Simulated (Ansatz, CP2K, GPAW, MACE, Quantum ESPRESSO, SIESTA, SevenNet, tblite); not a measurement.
# SIESTA runs on twisted graphene double bilayer, 27.80° (104 atoms), part 2 of 2

Wanted: SIESTA inputs and outputs for twisted graphene double bilayer, 27.80° (104 atoms), checked against a plane-wave reference.

Program: SIESTA 5.4.2; the method stands at each step. Banners, paths, timers and routine set-up lines are dropped from the logs unmarked, and long logs keep their key lines alone; longer cuts are marked. The potentials were converted by us to PSML.

So far. Step 2 (PBE, DZP, shift 0.01 Ry, mesh 300 Ry): Forces lie 12 % from the reference's, at 0.27 times its CPU time (on 2 against 4 cores). Step 3 (PBE, SZP, shift 0.01 Ry, mesh 300 Ry): Against the first run (12 %), the force difference from the reference is 24 %, at 0.69 times the CPU time, with 936 basis functions against 1352: the smaller basis costs accuracy.

## Step 4: PBE, TZP, shift 0.01 Ry, mesh 300 Ry

Method: Kohn-Sham DFT, PBE, PseudoDojo 0.4.1 norm-conserving pseudopotentials (converted to PSML), numerical atomic orbitals (TZP), diagonalisation.

input.fdf

```
SystemLabel cell
NumberOfAtoms 104
NumberOfSpecies 1
%block ChemicalSpeciesLabel
  1 6 C
%endblock ChemicalSpeciesLabel
LatticeConstant 1.0 Ang
%block LatticeVectors
  8.86970 0.00000 0.00000
  -4.43485 7.68139 0.00000
  0.00000 0.00000 24.18000
%endblock LatticeVectors
PAO.BasisSize TZP
PAO.EnergyShift 0.01 Ry
XC.Functional GGA
XC.Authors PBE
MeshCutoff 300 Ry
%block kgrid_Monkhorst_Pack
  1 0 0 0.0
  0 1 0 0.0
  0 0 1 0.0
%endblock kgrid_Monkhorst_Pack
SolutionMethod diagon
OccupationFunction FD
ElectronicTemperature 580 K
SCF.Mixer.Method Pulay
SCF.Mixer.Weight 0.05
SCF.Mixer.History 8
SCF.Mix Hamiltonian
MaxSCFIterations 300
SCF.DM.Tolerance 1e-04
SCF.H.Tolerance 1.0e-3 eV
WriteForces T
Write.HirshfeldPop T
Write.VoronoiPop T
Write.DM F
Write.H F
XML.Write F
AtomicCoordinatesFormat Fractional
%block AtomicCoordinatesAndAtomicSpecies
[... 104 atom lines left out: the same atoms as in the first run ...]
%endblock AtomicCoordinatesAndAtomicSpecies
```

Started as:

```
$ OMP_NUM_THREADS=1 mpirun -np 4 siesta < input.fdf > output.txt
```

The log of the run:

```text
Version         : 5.4.2
reinit: System Name:
reinit: System Label: cell
initatom: Reading input for the pseudopotentials and atomic orbitals ----------
Species number:   1 Atomic number:    6 Label: C
Ground state valence configuration (from tables):   2s02  2p02  3d00  4f00
---- Processing specs for species: C
GGA--PBE XC_GGA_X_PBE--XC_GGA_C_PBE pb
C pseudopotential only contains V_ls up to l=1 -- lmxkb reset.
Using PAO.SplitTailNorm
%block ChemicalSpeciesLabel
    1    6 C                       # Species index, atomic number, species label
%endblock ChemicalSpeciesLabel
%block PAO.Basis                 # Define Basis set
C                     2                    # Species label, number of l-shells
 n=2   0   3                         # n, l, Nzeta
   4.484      3.048      3.494
[... lines left out ...]
Total number of electrons:   416.000000
[... lines left out ...]
stepf: Fermi-Dirac step function
        iscf     Eharris(eV)        E_KS(eV)     FreeEng(eV)     dDmax    Ef(eV) dHmax(eV)
[... lines left out ...]
SCF Convergence by DM+H criterion
[... lines left out ...]
SCF cycle converged after 14 iterations
[... lines left out ...]
   Max   11.266549
[... lines left out ...]
   Max   11.266549    constrained
Stress tensor Voigt[x,y,z,yz,xz,xy] (kbar):     -126.26     -141.47        2.23       -2.59        2.52       -5.12
[... lines left out ...]
siesta: Ena     =      7718.935265
siesta: Ekin    =     11750.040538
siesta: Enl     =      -619.219471
siesta: DEna    =      -454.887088
siesta: DUscf   =        32.617171
siesta: Ex      =     -5549.476817
siesta: Ec      =      -531.477595
siesta: Exc     =     -6080.954412
siesta: Eharris =    -16998.286679
siesta: Etot    =    -16998.286676
siesta: FreeEng =    -16998.286676
siesta: Final energy (eV):
siesta:  Band Struct. =   -5617.965234
siesta:       Kinetic =   11750.040538
siesta:       Hartree =  100378.960379
siesta:         Exch. =   -5549.476817
siesta:         Corr. =    -531.477595
siesta:   Exch.-corr. =   -6080.954412
siesta:  Ion-electron = -211469.090484
siesta:       Ion-ion =   88422.757303
siesta:         Total =  -16998.286676
siesta:         Fermi =      -4.416844
siesta: Stress tensor (static) (eV/Ang**3):
siesta:    -0.078803   -0.003195    0.001572
siesta:    -0.003195   -0.088300   -0.001614
siesta:     0.001572   -0.001614    0.001394
siesta: Cell volume =       1647.422690 Ang**3
siesta: Pressure (static):
siesta:                Solid            Molecule  Units
siesta:           0.00060160          0.00103384  Ry/Bohr**3
siesta:           0.05523645          0.09492278  eV/Ang**3
siesta:          88.49855171        152.08305289  kBar
    Orbital volume contribution        =          49.103386 eV
    (Free)E + p_basis*V_orbitals       =      -16949.183290 eV
    (Free)Eharris+ p_basis*V_orbitals  =      -16949.183293 eV
siesta: Electric dipole (a.u.)  =   -0.000000   -0.000000   -0.006036
siesta: Electric dipole (Debye) =   -0.000000   -0.000000   -0.015343
Hirshfeld Atomic Populations:
Atom #   charge [q] valence [e]  Species
     1    -0.002454    4.002454  C
     2     0.003158    3.996842  C
     3    -0.008473    4.008473  C
[...]
--------------------
 Total    -0.000037
Voronoi Atomic Populations:
Atom #   charge [q] valence [e]  Species
[...]
103     0.004589    3.995411  C
   104     0.005176    3.994824  C
--------------------
 Total    -0.000037
```

It took 79 s on 4 MPI ranks of Arm Neoverse V2, shared host; peak memory 2.1 GiB; 5.3 min of CPU time.

Compared with the plane-wave run:

- r.m.s. force component: 3.207 eV/Å
- r.m.s. difference of force components: 282.8 meV/Å
- longest difference of force vectors: 1433 meV/Å
- force difference over r.m.s. force: 9.526 %
- slope of forces against the reference's: 1.079
- correlation of force components: 0.9988

Against the first run (12 %), the force difference from the reference is 9.5 %, at 1.4 times the CPU time (on 4 against 2 cores), with 1768 basis functions against 1352: the larger basis brings the forces nearer.

## Step 5: PBEsol, DZP, shift 0.01 Ry, mesh 300 Ry

Method: Kohn-Sham DFT, PBEsol, PseudoDojo 0.4.1 norm-conserving pseudopotentials (converted to PSML), numerical atomic orbitals (DZP), diagonalisation.

The pseudopotential files are exchanged too: the .psml files are now those for PBEsol.

input.fdf: that of step 4 with these lines changed.

```diff
@@ -12,6 +12,6 @@
 %endblock LatticeVectors
-PAO.BasisSize TZP
+PAO.BasisSize DZP
 PAO.EnergyShift 0.01 Ry
 XC.Functional GGA
-XC.Authors PBE
+XC.Authors PBEsol
 MeshCutoff 300 Ry
```

Started as:

```
$ OMP_NUM_THREADS=1 mpirun -np 2 siesta < input.fdf > output.txt
```

The log of the run:

```text
Version         : 5.4.2
reinit: System Name:
reinit: System Label: cell
initatom: Reading input for the pseudopotentials and atomic orbitals ----------
Species number:   1 Atomic number:    6 Label: C
Ground state valence configuration (from tables):   2s02  2p02  3d00  4f00
---- Processing specs for species: C
GGA--PBEsol XC_GGA_X_PBE_SOL--XC_GGA_C_PBE_SOL ps
C pseudopotential only contains V_ls up to l=1 -- lmxkb reset.
Using PAO.SplitTailNorm
%block ChemicalSpeciesLabel
    1    6 C                       # Species index, atomic number, species label
%endblock ChemicalSpeciesLabel
%block PAO.Basis                 # Define Basis set
C                     2                    # Species label, number of l-shells
 n=2   0   2                         # n, l, Nzeta
   4.484      3.054
[... lines left out ...]
Total number of electrons:   416.000000
[... lines left out ...]
stepf: Fermi-Dirac step function
        iscf     Eharris(eV)        E_KS(eV)     FreeEng(eV)     dDmax    Ef(eV) dHmax(eV)
[... lines left out ...]
SCF Convergence by DM+H criterion
[... lines left out ...]
SCF cycle converged after 14 iterations
[... lines left out ...]
   Max   11.624506
[... lines left out ...]
   Max   11.624506    constrained
Stress tensor Voigt[x,y,z,yz,xz,xy] (kbar):     -119.64     -135.62        8.68       -2.64        2.55       -5.56
[... lines left out ...]
siesta: Ena     =      7791.873924
siesta: Ekin    =     11667.757333
siesta: Enl     =      -610.706651
siesta: DEna    =      -435.050341
siesta: DUscf   =        30.671996
siesta: Ex      =     -5445.066627
siesta: Ec      =      -577.809276
siesta: Exc     =     -6022.875903
siesta: Eharris =    -16941.917133
siesta: Etot    =    -16941.917131
siesta: FreeEng =    -16941.917131
siesta: Final energy (eV):
siesta:  Band Struct. =   -5647.090897
siesta:       Kinetic =   11667.757333
siesta:       Hartree =  100334.595581
siesta:         Exch. =   -5445.066627
siesta:         Corr. =    -577.809276
siesta:   Exch.-corr. =   -6022.875903
siesta:  Ion-electron = -211353.236564
siesta:       Ion-ion =   88431.842422
siesta:         Total =  -16941.917131
siesta:         Fermi =      -4.678888
siesta: Stress tensor (static) (eV/Ang**3):
siesta:    -0.074676   -0.003474    0.001594
siesta:    -0.003473   -0.084645   -0.001646
siesta:     0.001594   -0.001646    0.005415
siesta: Cell volume =       1647.422690 Ang**3
siesta: Pressure (static):
siesta:                Solid            Molecule  Units
siesta:           0.00055875          0.00102110  Ry/Bohr**3
siesta:           0.05130208          0.09375269  eV/Ang**3
siesta:          82.19499464        150.20837275  kBar
    Orbital volume contribution        =          39.157061 eV
    (Free)E + p_basis*V_orbitals       =      -16902.760070 eV
    (Free)Eharris+ p_basis*V_orbitals  =      -16902.760072 eV
siesta: Electric dipole (a.u.)  =   -0.000000   -0.000000   -0.005115
siesta: Electric dipole (Debye) =   -0.000000   -0.000000   -0.013000
Hirshfeld Atomic Populations:
Atom #   charge [q] valence [e]  Species
     1    -0.002935    4.002935  C
     2     0.003501    3.996499  C
     3    -0.009240    4.009240  C
[...]
--------------------
 Total     0.000021
Voronoi Atomic Populations:
Atom #   charge [q] valence [e]  Species
[...]
103     0.004252    3.995748  C
   104     0.005679    3.994321  C
--------------------
 Total     0.000021
```

Run time: 1.8 min. Hardware: 2 MPI ranks; peak memory 1.4 GiB; 3.6 min of CPU time.

Numbers from this run, and their distance from the reference:

```yaml
r_m_s_force_component: 3.301 eV/Å
r_m_s_difference_of_force_components: 388.6 meV/Å
longest_difference_of_force_vectors: 1936 meV/Å
force_difference_over_r_m_s_force: 13.09 %
slope_of_forces_against_the_reference_s: 1.11
correlation_of_force_components: 0.9979
```

Against the first run (12 %), the force difference from the reference is 13 %, at 0.94 times the CPU time; the model has changed, so this is no error of the program alone.

## Step 6: PBE, DZ, shift 0.01 Ry, mesh 300 Ry

Method: Kohn-Sham DFT, PBE, PseudoDojo 0.4.1 norm-conserving pseudopotentials (converted to PSML), numerical atomic orbitals (DZ), diagonalisation.

The pseudopotential files are exchanged too: the .psml files are now those for PBE.

input.fdf: that of step 5 with these lines changed.

```diff
@@ -12,6 +12,6 @@
 %endblock LatticeVectors
-PAO.BasisSize DZP
+PAO.BasisSize DZ
 PAO.EnergyShift 0.01 Ry
 XC.Functional GGA
-XC.Authors PBEsol
+XC.Authors PBE
 MeshCutoff 300 Ry
```

Started as:

```
$ OMP_NUM_THREADS=1 siesta < input.fdf > output.txt
```

The log of the run:

```text
Version         : 5.4.2
reinit: System Name:
reinit: System Label: cell
initatom: Reading input for the pseudopotentials and atomic orbitals ----------
Species number:   1 Atomic number:    6 Label: C
Ground state valence configuration (from tables):   2s02  2p02  3d00  4f00
---- Processing specs for species: C
GGA--PBE XC_GGA_X_PBE--XC_GGA_C_PBE pb
C pseudopotential only contains V_ls up to l=1 -- lmxkb reset.
Using PAO.SplitTailNorm
%block ChemicalSpeciesLabel
    1    6 C                       # Species index, atomic number, species label
[... lines left out ...]
stepf: Fermi-Dirac step function
        iscf     Eharris(eV)        E_KS(eV)     FreeEng(eV)     dDmax    Ef(eV) dHmax(eV)
[... lines left out ...]
SCF Convergence by DM+H criterion
[... lines left out ...]
SCF cycle converged after 13 iterations
[... lines left out ...]
   Max   11.887616
[... lines left out ...]
   Max   11.887616    constrained
Stress tensor Voigt[x,y,z,yz,xz,xy] (kbar):     -129.14     -145.34       -4.79       -2.70        2.67       -5.51
[... lines left out ...]
siesta: FreeEng =    -16977.500383
[... lines left out ...]
siesta:         Corr. =    -530.856864
siesta:   Exch.-corr. =   -6082.041814
siesta:  Ion-electron = -211496.418433
siesta:       Ion-ion =   88422.757302
siesta:         Total =  -16977.500383
siesta:         Fermi =      -4.253399
siesta: Stress tensor (static) (eV/Ang**3):
siesta:    -0.080604   -0.003436    0.001668
siesta:    -0.003437   -0.090712   -0.001687
siesta:     0.001668   -0.001687   -0.002993
siesta: Cell volume =       1647.422690 Ang**3
siesta: Pressure (static):
siesta:                Solid            Molecule  Units
siesta:           0.00063282          0.00107745  Ry/Bohr**3
siesta:           0.05810295          0.09892649  eV/Ang**3
siesta:          93.09119290        158.49771536  kBar
    Orbital volume contribution        =          26.546602 eV
    (Free)E + p_basis*V_orbitals       =      -16950.953781 eV
    (Free)Eharris+ p_basis*V_orbitals  =      -16950.953781 eV
siesta: Electric dipole (a.u.)  =   -0.000000   -0.000000   -0.003664
siesta: Electric dipole (Debye) =   -0.000000   -0.000000   -0.009312
Hirshfeld Atomic Populations:
Atom #   charge [q] valence [e]  Species
     1    -0.001796    4.001796  C
     2     0.002129    3.997871  C
     3    -0.007089    4.007089  C
[...]
--------------------
 Total    -0.000005
Voronoi Atomic Populations:
Atom #   charge [q] valence [e]  Species
[...]
103     0.003310    3.996690  C
   104     0.004462    3.995538  C
--------------------
 Total    -0.000005
```

Elapsed: 70 s, on 1 thread; peak memory 0.73 GiB.

Numbers from this run, and their distance from the reference:

* r.m.s. force component: 3.398 eV/Å
* r.m.s. difference of force components: 454.3 meV/Å
* longest difference of force vectors: 2238 meV/Å
* force difference over r.m.s. force: 15.3 %
* slope of forces against the reference's: 1.143
* correlation of force components: 0.9989

This is a coarse setting, run to see what it loses.

Against the first run (12 %), the force difference from the reference is 15 %, at 0.30 times the CPU time (on 1 against 2 cores), with 832 basis functions against 1352: the smaller basis costs accuracy.

## Step 7: All runs compared

Differences are against the plane-wave reference, forces as r.m.s. over components; share is that over the reference's r.m.s. force, slope the least-squares factor from reference forces to these. Total energies of different programs have different zeros and aren't compared.

| run | Δ force, r.m.s. (meV/Å) | share (%) | slope | cores | CPU time | memory (GiB) |
| --- | --- | --- | --- | --- | --- | --- |
| reference | - | - | - | 4 | 14 min | 4.3 |
| SIESTA PBE, DZP, shift 0.01 Ry, mesh 300 Ry | 352 | 11.9 | 1.101 | 2 | 3.8 min | 1.4 |
| SIESTA PBE, SZP, shift 0.01 Ry, mesh 300 Ry (coarse) | 721 | 24.3 | 1.185 | 2 | 2.7 min | 1.2 |
| SIESTA PBE, TZP, shift 0.01 Ry, mesh 300 Ry | 283 | 9.53 | 1.079 | 4 | 5.3 min | 2.1 |
| SIESTA PBEsol, DZP, shift 0.01 Ry, mesh 300 Ry | 389 | 13.1 | 1.110 | 2 | 3.6 min | 1.4 |
| SIESTA PBE, DZ, shift 0.01 Ry, mesh 300 Ry (coarse) | 454 | 15.3 | 1.143 | 1 | 70 s | 0.73 |

Rows marked coarse were listed beforehand as settings not expected to be converged; some can still land near the reference.

CPU time is summed over cores on a shared host, where runs went side by side, so it is rough. Symmetry, cutoffs, thresholds, outputs and thread counts weren't matched or tuned between programs; memory under MPI is the largest rank's times the ranks.

## Step 8: Summary of results

```json
{
  "nearest in forces": "SIESTA PBE, TZP, shift 0.01 Ry, mesh 300 Ry, 9.5 %",
  "its CPU time": "5.3 min"
}
```

**Reading.** The PBE runs in local orbitals, coarse settings apart, differ by 9.5 % (SIESTA PBE, TZP, shift 0.01 Ry, mesh 300 Ry) to 12 % (SIESTA PBE, DZP, shift 0.01 Ry, mesh 300 Ry); basis, grid and potentials can all enter. Rows with another functional or a dispersion term differ by 13 % (SIESTA PBEsol, DZP, shift 0.01 Ry, mesh 300 Ry), which mixes the change of model with differences of basis and potentials. Runs with settings chosen to be coarse differ by 15 % (SIESTA PBE, DZ, shift 0.01 Ry, mesh 300 Ry) to 24 % (SIESTA PBE, SZP, shift 0.01 Ry, mesh 300 Ry), their programs' other errors included. Of the electronic-structure runs that take under half the reference's CPU time, SIESTA PBE, TZP, shift 0.01 Ry, mesh 300 Ry comes nearest, at 9.5 % in 5.3 min against 14 min. SIESTA PBE, SZP, shift 0.01 Ry, mesh 300 Ry stiffens the forces by a factor of 1.18 while following their directions (correlation 0.991); the slopes of the 5 SIESTA runs lie between 1.08 and 1.18. The reference's PBE has no dispersion term, which matters for the binding between molecules or layers. One k-point is far too coarse for the carbon or group-IV sheet, and it can put spurious forces of up to about 1 eV/Å on the sheet's atoms. The electronic-structure runs sample only Γ, in a cell whose shortest periodic width is 8 Å.

[Also dropped from logs without a mark: logging warnings of Python, and SIESTA's first energy breakdown and zero terms.]

[Logs are printed without paths, hosts, clocks, repeated set-up lines and the standing remarks that a program may print on its own settings, such as how far it seeks lower states.]

[Hosts, paths, dates, database ids (printed as entryN), source tags and the programs' standing remarks are cut or masked in the printed files.]
